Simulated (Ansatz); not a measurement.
# Phonons of BN (P6_3/mmc) against volume, part 3 of 3

Aim: how do the optical modes of BN (P6_3/mmc) move with volume?

Ansatz 0.2.0; DFT PBE+D3(BJ), scalar-relativistic, plane waves, PAW; PAW set soft_1.

So far, mean high-frequency dielectric constant: step 4 (modes at rest) 4.08.

The database entry behind the starting cell differs from later determinations by our own check (about 0.3 % short, minor phase), so it need not match the best structure at ambient conditions.

### Step 6. Zone-centre modes of the member: 1.06 times the volume at rest

The zone-centre modes follow for 1.06 times the volume at rest, with the response to a field.

File input.yaml:

```yaml
crystal:
  lattice:
    - [2.5089338898, 0.0, 0.0]
    - [-1.2544669449, 2.172800485, 0.0]
    - [0.0, 0.0, 6.9941639815]
  atoms:
    - { symbol: B, position: [0.3333333333, 0.6666666667, 0.25] }
    - { symbol: B, position: [0.6666666667, 0.3333333333, 0.75] }
    - { symbol: "N", position: [0.3333333333, 0.6666666667, 0.75] }
    - { symbol: "N", position: [0.6666666667, 0.3333333333, 0.25] }
kpoints:
  mp_grid: { grid: [12, 12, 4] }
hamiltonian:
  xc: pbe
  dispersion: d3bj
  pseudopotentials: { kind: paw, azcp: { folder: soft_1 } }
scf:
  occupations: { method: fixed }
output:
  eigenvalues: true
phonons:
  method: dfpt
  dielectric: true
  rigid_motions: translations
```

Command:

```console
$ ansatz run input.yaml --threads 4 --pin off --max-ram 16384MiB --backend cpu --events-out ev --progress --plain --runs-dir out
```

Numbers of over 12 decimals in the logs are rounded to 6 here.

The log of the run:

```text
[...]
Crystal: 4 atoms, lattice volume = 38.128 Å³
Basis set: ecut = 420 eV, 761 PW (Γ), exchange–correlation on 36×36×96 points (8 copies of the dense FFT grid, shifted against one another)
Bands: 12, of which v1, the nominal top of the filled ones, is band 8 counted from 1 (7 counted from 0)
Symmetry: 24 space group operations
k-points: 164 of 576 (irreducible under 2 space group operations, time reversal used)
[...]
SCF iter   1: F=—  HF=-1088.066268 eV  |F-HF|=—  |Δ(HF+E_count)|=         —  Δρ=1.42e-1  dr2=7.65e0  ethr=3.10e-3  ⟨swp⟩=4.8  Hψ=10548  notcnv=0  defer=280
[...]
SCF iter   9: F=-1085.377549 eV  HF=-1085.377549 eV  |F-HF|=4.55e-13  |Δ(HF+E_count)|=  4.07e-11  Δρ=5.75e-8  dr2=8.11e-13  ethr=1.00e-12  ⟨swp⟩=8.2  Hψ=12696  notcnv=0
SCF 1 converged in 9 iterations: F = -1085.377549 eV  dr2 = 8.11e-13
[...]
SCF converged after 9 iterations
Free energy (F): -1085.377549 eV
[...]
Internal energy: -1085.377549 eV  (E = F + TS)
E sigma→0 (E₀):  -1085.377549 eV
Fermi energy:    4.174778 eV
[...]
--- Band table (eV; the first three rows and the last of 164) ---
  k-point 0: bands = [... 4 lower, 2.8386, 2.8386, 2.8599, 2.8599, 9.1498, 13.8652, 15.7162, 15.7162]
  k-point 1: bands = [... 4 lower, 2.8419, 2.8419, 2.8568, 2.8568, 9.7480, 12.9385, 15.7278, 15.7278]
  k-point 2: bands = [... 4 lower, 2.8495, 2.8495, 2.8495, 2.8495, 11.2299, 11.2299, 15.7559, 15.7559]
  k-point 163: bands = [... 4 lower, -1.6743, -1.6743, 3.0555, 3.0555, 9.8614, 9.8614, 15.9756, 15.9756]
[...]
ASR residual: 4.548e-5 → 0.000e0 eV/Å²; symmetrization residual: 1.164e-6 eV/Å²
[...]
ASR residual per site (eV/Å²): 1.99e-5 1.99e-5 4.55e-5 4.55e-5
[...]
ε∞ (high-frequency dielectric tensor):
        4.580756    -0.000000     0.000000
       -0.000000     4.580756    -0.000000
       -0.000000    -0.000000     2.479769
  ε⁰ (static dielectric tensor: ions relaxed, cell fixed):
        6.297716    -0.000000    -0.000000
       -0.000000     6.297716    -0.000000
       -0.000000    -0.000000     2.797282
  ε⁰ − ε∞ (ionic part):
        1.716960    -0.000000    -0.000000
       -0.000000     1.716960    -0.000000
       -0.000000    -0.000000     0.317513
[...]
Born effective charges Z* (e; rows j = field, columns β = displacement):
    site 0:
         2.71571   -0.00000    0.00000
         0.00000    2.71571    0.00000
         0.00000   -0.00000    0.65466
    site 1:
         2.71571   -0.00000    0.00000
         0.00000    2.71571    0.00000
         0.00000   -0.00000    0.65466
    site 2:
        -2.71571    0.00000   -0.00000
         0.00000   -2.71571   -0.00000
         0.00000    0.00000   -0.65466
    site 3:
        -2.71571    0.00000   -0.00000
         0.00000   -2.71571   -0.00000
         0.00000    0.00000   -0.65466
  Z* charge neutrality: 1.913e-5 e pre-enforcement
[...]
optical modes at Γ without the LO–TO term, one row a degenerate level:
      ω (cm⁻¹)  modes    IR ((D/Å)²/amu)
         34.70      2             0.0000
         80.09      1             0.0000
        755.66      1             3.2412
        797.28      1             0.0000
       1347.88      2             0.0000
       1348.02      2           111.5493
  optical modes at Γ + LO–TO along q̂ = [1.0000, 0.0000, 0.0000]:
      ω (cm⁻¹)  modes    IR ((D/Å)²/amu)
         34.70      2             0.0000
         80.09      1             0.0000
        755.66      1             3.2412
        797.28      1             0.0000
       1347.88      2             0.0000
       1348.02      1            55.7747
       1580.59      1            55.7747
  optical modes at Γ + LO–TO along q̂ = [0.0000, 1.0000, 0.0000]:
      ω (cm⁻¹)  modes    IR ((D/Å)²/amu)
         34.70      2             0.0000
         80.09      1             0.0000
        755.66      1             3.2412
        797.28      1             0.0000
       1347.88      2             0.0000
       1348.02      1            55.7747
       1580.59      1            55.7747
  optical modes at Γ + LO–TO along q̂ = [0.0000, 0.0000, 1.0000]:
      ω (cm⁻¹)  modes    IR ((D/Å)²/amu)
         34.70      2             0.0000
         80.09      1             0.0000
        797.28      1             0.0000
        802.59      1             3.2412
       1347.88      2             0.0000
       1348.02      2           111.5493
```

The job ended after 13 s (4 threads of Intel Xeon Platinum 8259CL at 2.50GHz (Skylake/Cascade Lake), shared host; peak memory 0.61 GiB; 48 s of CPU time).

Numbers from this step:

```
sum-rule residual before enforcement                    : 4.55e-5 eV/Å²
miss of the charge sum rule                             : 1.91e-5 e
highest optical mode at the zone centre (no LO-TO term) : 1348 cm⁻¹
lowest optical zone-centre mode                         : 34.7 cm⁻¹
mean high-frequency dielectric constant                 : 3.880
largest Born charge (third of the trace)                : 2.029 e
mean static dielectric constant                         : 5.131
top of the zone-centre spectrum with the field          : 1581 cm⁻¹
```

Without the LO-TO term. Patterns of degenerate modes are one choice out of their space. Modes at Γ, with each element's share of the kinetic energy:

| mode | frequency (cm⁻¹) | symmetry | B % | N % |
| --- | --- | --- | --- | --- |
| 1 | 0.0 | acoustic | 44 | 56 |
| 2 | 0.0 | acoustic | 44 | 56 |
| 3 | 0.0 | acoustic | 44 | 56 |
| 4 | 34.7 | E2g | 44 | 56 |
| 5 | 34.7 | E2g | 44 | 56 |
| 6 | 80.1 | B1g | 44 | 56 |
| 7 | 755.7 | A2u | 56 | 44 |
| 8 | 797.3 | B1g | 56 | 44 |
| 9 | 1347.9 | E2g | 56 | 44 |
| 10 | 1347.9 | E2g | 56 | 44 |
| 11 | 1348.0 | E1u | 56 | 44 |
| 12 | 1348.0 | E1u | 56 | 44 |

Transverse modes. Lines of the infrared spectrum (strongest = 100):

```
position (cm⁻¹)  lines merged  relative intensity
             35             1                 0.0
             80             1                 0.0
            756             1                 2.9
            797             1                 0.0
           1348             2                 100
```

Without the LO-TO term the lowest optical mode is real, 34.7 cm⁻¹, and the highest lies at 1348.0 cm⁻¹.

For the mean high-frequency dielectric constant, step 4 gave 4.08; this run, with volume ratio 1.06, gives 3.88 (-5 %).

### Step 7. A member of the series: 0.9 times the volume at rest

The cell is set to 0.9 times the volume at rest, and shape and atoms relax at that volume.

input.yaml, the sections that differ from step 6:

```yaml
crystal:
  lattice:
    - [2.4799451555, 0.0, 0.0]
    - [-1.2399725778, 2.1476955047, 0.0]
    - [0.0, 0.0, 6.0780845533]
  atoms:
    - { symbol: B, position: [0.3333333333, 0.6666666667, 0.25] }
    - { symbol: B, position: [0.6666666667, 0.3333333333, 0.75] }
    - { symbol: "N", position: [0.3333333333, 0.6666666667, 0.75] }
    - { symbol: "N", position: [0.6666666667, 0.3333333333, 0.25] }
output:
  forces: true
  stress: true
  eigenvalues: true
relax:
  adjacent_minimum: "off"
  f_tol: 0.001
  max_steps: 60
  cell: { stress_tol: 0.01, fix: [volume] }
# kpoints, hamiltonian, scf: as in step 6
# phonons: removed
```

The log of the run:

```text
[...]
Crystal: 4 atoms, lattice volume = 32.373 Å³
Basis set: ecut = 420 eV, 591 PW (Γ), exchange–correlation on 36×36×90 points (8 copies of the dense FFT grid, shifted against one another)
Bands: 12, of which v1, the nominal top of the filled ones, is band 8 counted from 1 (7 counted from 0)
Symmetry: 24 space group operations
[...]
k-points: 57 of 576
[...]
--- Relaxed structure (4 steps of the walk, 4 accepted, 2 SCFs on fresh bases) ---
[...]
cell:  # Å, volume = 32.3729 Å³
    - [2.495520, 2.9048807174205415e-11, 0]
    - [-1.247760, 2.161183, 0]
    - [0, 0, 6.002455]
  atoms:
    - { symbol: B, position: [0.333333, 0.666667, 0.250000] }
    - { symbol: B, position: [0.666667, 0.333333, 0.750000] }
    - { symbol: N, position: [0.333333, 0.666667, 0.750000] }
    - { symbol: N, position: [0.666667, 0.333333, 0.250000] }
[key lines of the parts left out:]
SCF converged after 5 iterations
Free energy (F): -1085.340281 eV
Fermi energy:    6.015504 eV
P = ⅓ Tr σ = 4.9034 GPa (49.034 kbar)
```

It took 4.2 s on 4 threads; peak memory 0.38 GiB; 13 s of CPU time.

The steps of the relaxation:

```
step  energy less that of the first step (eV)  largest force component (eV/Å)  pressure (GPa)  volume (Å³)
   1                                   0.0000                          0.0000            9.78        32.37
   2                                  -0.0096                          0.0000            6.51        32.37
   3                                  -0.0108                          0.0000            4.96        32.37
  4*                                  -0.0108                          0.0000            4.96        32.37
   5                                  -0.0108                          0.0000            4.90        32.37
  6*                                  -0.0108                          0.0000            4.90        32.37
```

Relaxation steps marked * repeat the geometry before them on a plane-wave basis chosen anew for their cell, so energy and pressure can jump there.

Forces are held to the 24 operations that the run works with; a distortion that breaks them can't arise in this run.

| conventional cell, symmetrised | before | after | change |
| --- | --- | --- | --- |
| a (Å) | 2.480 | 2.496 | +0.6 % |
| b (Å) | 2.480 | 2.496 | +0.6 % |
| c (Å) | 6.078 | 6.002 | -1.2 % |
| volume (Å³/atom) | 8.09 | 8.09 | -0.0 % |

Final coordinates:

```cif
data_structure
_symmetry_space_group_name_H-M 'P 1'
_symmetry_Int_Tables_number 1
_cell_length_a 2.4955
_cell_length_b 2.4955
_cell_length_c 6.0025
_cell_angle_alpha 90.000
_cell_angle_beta 90.000
_cell_angle_gamma 120.000
_cell_volume 32.37
loop_
_atom_site_label
_atom_site_type_symbol
_atom_site_fract_x
_atom_site_fract_y
_atom_site_fract_z
_atom_site_occupancy
B1 B 0.33333 0.66667 0.25000 1
B2 B 0.66667 0.33333 0.75000 1
N3 N 0.33333 0.66667 0.75000 1
N4 N 0.66667 0.33333 0.25000 1
```

This step gave:

| Quantity | Value |
| --- | --- |
| pressure | 4.903 GPa |
| gap on the k-mesh | 4.106 eV |
| volume per atom | 8.093 Å³ |

The forces vanish by symmetry, at a pressure of 4.90 GPa.

### Step 8. Modes of this member: 0.9 times the volume at rest

The zone-centre modes follow for 0.9 times the volume at rest, with the response to a field.

input.yaml, the sections that differ from step 7:

```yaml
crystal:
  lattice:
    - [2.4955196715, 0.0, 0.0]
    - [-1.2477598358, 2.1611834312, 0.0]
    - [0.0, 0.0, 6.0024547515]
  atoms:
    - { symbol: B, position: [0.3333333333, 0.6666666667, 0.25] }
    - { symbol: B, position: [0.6666666667, 0.3333333333, 0.75] }
    - { symbol: "N", position: [0.3333333333, 0.6666666667, 0.75] }
    - { symbol: "N", position: [0.6666666667, 0.3333333333, 0.25] }
output:
  eigenvalues: true
phonons:
  method: dfpt
  dielectric: true
  rigid_motions: translations
# kpoints, hamiltonian, scf: as in step 7
# relax: removed
```

The log of the run:

```text
[...]
Crystal: 4 atoms, lattice volume = 32.373 Å³
Basis set: ecut = 420 eV, 603 PW (Γ), exchange–correlation on 36×36×96 points (8 copies of the dense FFT grid, shifted against one another)
Bands: 12, of which v1, the nominal top of the filled ones, is band 8 counted from 1 (7 counted from 0)
Symmetry: 24 space group operations
k-points: 164 of 576 (irreducible under 2 space group operations, time reversal used)
[...]
optical modes at Γ + LO–TO along q̂ = [1.0000, 0.0000, 0.0000]:
      ω (cm⁻¹)  modes    IR ((D/Å)²/amu)
[...]
optical modes at Γ + LO–TO along q̂ = [0.0000, 1.0000, 0.0000]:
      ω (cm⁻¹)  modes    IR ((D/Å)²/amu)
[...]
optical modes at Γ + LO–TO along q̂ = [0.0000, 0.0000, 1.0000]:
      ω (cm⁻¹)  modes    IR ((D/Å)²/amu)
[...]
791.02      1             0.0000
        807.78      1             7.8896
       1375.77      2           111.8406
       1376.93      2             0.0000
[key lines of the parts left out:]
SCF converged after 9 iterations
Free energy (F): -1085.340281 eV
Fermi energy:    6.015504 eV
```

The job ended after 27 s (4 threads; peak memory 0.62 GiB; 98 s of CPU time).

This step gave:

```
sum-rule residual before enforcement                    : 1.83e-5 eV/Å²
miss of the charge sum rule                             : 5.42e-4 e
estimated error of the dielectric tensor                : 0.01371
estimated error of the Born charges                     : 0.01003 e
highest optical mode at the zone centre (no LO-TO term) : 1377 cm⁻¹
lowest optical zone-centre mode                         : 74.59 cm⁻¹
mean high-frequency dielectric constant                 : 4.474
largest Born charge (third of the trace)                : 2.153 e
mean static dielectric constant                         : 6.123
top of the zone-centre spectrum with the field          : 1618 cm⁻¹
```

Without the LO-TO term. Patterns of degenerate modes are one choice out of their space. Modes at Γ, with each element's share of the kinetic energy:

```csv
mode,frequency (cm⁻¹),symmetry,B %,N %
1,0.0,acoustic,44,56
2,0.0,acoustic,44,56
3,0.0,acoustic,44,56
4,74.6,E2g,44,56
5,74.6,E2g,44,56
6,198.6,B1g,45,55
7,703.0,A2u,56,44
8,791.0,B1g,55,45
9,1375.8,E1u,56,44
10,1375.8,E1u,56,44
11,1376.9,E2g,56,44
12,1376.9,E2g,56,44
```

Displacements in mode 4 (74.6 cm⁻¹), the largest set to 1:
```
B1  -1.00  0.00  0.00
B2   1.00  0.00  0.00
N3   1.00  0.00  0.00
N4  -1.00  0.00  0.00
```

Displacements in mode 7 (703.0 cm⁻¹), the largest set to 1:
```
B1   0.00  0.00  1.00
B2   0.00  0.00  1.00
N3   0.00  0.00 -0.77
N4   0.00  0.00 -0.77
```

Transverse modes. Lines of the infrared spectrum (strongest = 100):

```csv
position (cm⁻¹),relative intensity
75,0.0
199,0.0
703,7.1
791,0.0
1376,100
1377,0.0
```

Without the LO-TO term the lowest optical mode is real, 74.6 cm⁻¹, and the highest lies at 1376.9 cm⁻¹.

Between step 4 and this run (volume ratio 0.9) the value for the mean high-frequency dielectric constant moves from 4.08 to 4.47 (+10 %).

### Step 9. All members side by side

The members are set side by side, also those not shown above.

Each row is one cell with its response, relaxed at fixed volume as far as symmetry leaves anything free; energies are extrapolated to zero smearing, and E0 is that at rest; the axis is the Cartesian z axis of the cell; shape and atoms are relaxed in each cell where symmetry leaves them free. State of the crystal along the series:

```
volume ratio  V (Å³/atom)  pressure (GPa)  E - E0 (meV/atom)  first cell vector (Å)  third cell vector (Å)  gap on mesh (eV)  ε∞ along the axis  ε∞ across the axis, mean  ε0 along the axis  ε0 across the axis, mean  largest Born charge in size, a third of the trace (e)  top mode with the field, highest of q along x, y and z (cm⁻¹)
         0.9        8.093           4.903              11.51                  2.495                  6.003             4.106              3.283                      5.07              4.335                     7.016                                                  2.153                                                           1618
        0.92        8.273           3.506              6.811                  2.498                  6.123             4.122              3.141                     5.005              4.011                     6.924                                                   2.13                                                           1612
        0.94        8.453           2.349              3.517                  2.501                  6.244              4.15              3.016                     4.945              3.745                     6.835                                                   2.11                                                           1605
        0.96        8.633           1.399              1.441                  2.502                  6.367             4.186              2.903                     4.884              3.521                     6.745                                                  2.092                                                           1600
        0.98        8.813           0.624             0.3264                  2.504                   6.49             4.227              2.801                     4.823              3.332                     6.656                                                  2.076                                                           1595
        0.99        8.902          0.2807            0.07117                  2.505                  6.552             4.249              2.754                     4.793              3.248                     6.611                                                  2.069                                                           1592
           1        8.992        -3.85e-4                  0                  2.506                  6.615             4.271              2.709                     4.762               3.17                     6.566                                                  2.062                                                           1590
        1.02        9.172         -0.4917             0.2749                  2.507                   6.74             4.295              2.626                     4.701              3.029                     6.476                                                   2.05                                                           1587
        1.04        9.352         -0.8723              1.057                  2.508                  6.867             4.321               2.55                     4.641              2.906                     6.386                                                  2.038                                                           1583
        1.06        9.532          -1.156              2.188                  2.509                  6.994             4.347               2.48                     4.581              2.797                     6.298                                                  2.029                                                           1581
```

Without the LO-TO term; each mode is tracked from rest by its pattern, and modes that stay within 0.3 cm⁻¹ of each other stand once; shape and atoms are relaxed in each cell where symmetry leaves them free. Optical modes along the series:

```csv
V (Å³/atom),mode 4 E2g (cm⁻¹),mode 6 B1g (cm⁻¹),mode 7 A2u (cm⁻¹),mode 8 B1g (cm⁻¹),mode 9 (cm⁻¹),mode 11 (cm⁻¹)
8.093,74.59,198.6,703,791,1377,1376
8.273,67.91,181.2,714,792.2,1371,1370
8.453,61.78,164.6,723.3,793.2,1366,1365
8.633,56.13,148.6,731.1,794.1,1362,1361
8.813,50.98,133.3,737.6,794.9,1358,1358
8.902,48.55,126,740.5,795.2,1356,1356
8.992,46.24,118.8,743.2,795.5,1355,1355
9.172,41.97,105.1,748,796.2,1352,1352
9.352,38.12,92.14,752.1,796.7,1350,1350
9.532,34.7,80.09,755.7,797.3,1348,1348
```

From cubic fits (parabolas where under five rows exist) of ln ω and P against ln V through the rows within about 4 % of rest: γ = −d ln ω / d ln V and dω/dP = γ ω / B. Slopes at rest:

| mode | fitted frequency at rest (cm⁻¹) | Grüneisen parameter γ | dω/dP (cm⁻¹/GPa) |
| --- | --- | --- | --- |
| mode 4 E2g | 46.2 | 4.87 | 8.17 |
| mode 6 B1g | 118.8 | 5.95 | 25.65 |
| mode 7 A2u | 743.2 | -0.35 | -9.39 |
| mode 8 B1g | 795.6 | -0.04 | -1.18 |
| mode 9 | 1354 | 0.11 | 5.28 |
| mode 11 | 1354 | 0.1 | 5.13 |

### Step 10. Results

```json
{
 "members": "10",
 "highest optical mode at the zone centre (no LO-TO term), at rest": "1355 cm⁻¹",
 "bulk modulus at rest": "27.5 GPa",
 "mode 7 A2u, γ": "-0.35",
 "mode 8 B1g, γ": "-0.04",
 "mode 9, γ": "0.11",
 "mode 11, γ": "0.10"
}
```

The series spans -1.2 to 4.9 GPa, and the slope at rest gives a bulk modulus of 28 GPa. Among the modes in the table of slopes γ runs from -0.35 (mode 7 A2u) to 5.95 (mode 6 B1g). A negative γ means that the mode softens under pressure. ε∞ along z is 2.71 at rest, with d ln ε∞ / d ln V = -1.61. One k mesh and one cutoff serve the ground states and modes of all volumes; the field response picks its own mesh. These are harmonic frequencies at zero temperature: anharmonic shifts, linewidths and thermal expansion are left out. In the phonons the program holds the C6 weights of the dispersion term fixed, leaving out their change with coordination. Only the zone centre was solved, so an instability at another wavevector cannot show here.

Computed beside measured:

| quantity | measured | PBE+D3(BJ), PAW; PAW set soft_1 |
| --- | --- | --- |
| lattice constant a (Å) | 2.5069 | 2.506 (-0.0 %) |
| lattice constant c (Å) | 6.6706 | 6.615 (-0.8 %) |

Measured values from arxiv:2307.07533 (2023).

Verdict: The lattice constant a matches within 0.05 %: good agreement. The lattice constant c is off by -0.8 %: fair agreement. The grades are ours: good and fair within 0.7 and 1.5 % for the lattice constant a and 0.8 and 2 % for the lattice constant c. For lattice constants the calculation has a static lattice, without zero-point motion or thermal expansion (measured at up to 300 K).

[Logs are printed without paths, hosts, clocks, repeated set-up lines and the standing remarks that a program may print on its own settings, such as how far it seeks lower states.]

[Hosts, paths, dates, database ids (printed as entryN), source tags and the programs' standing remarks are cut or masked in the printed files.]
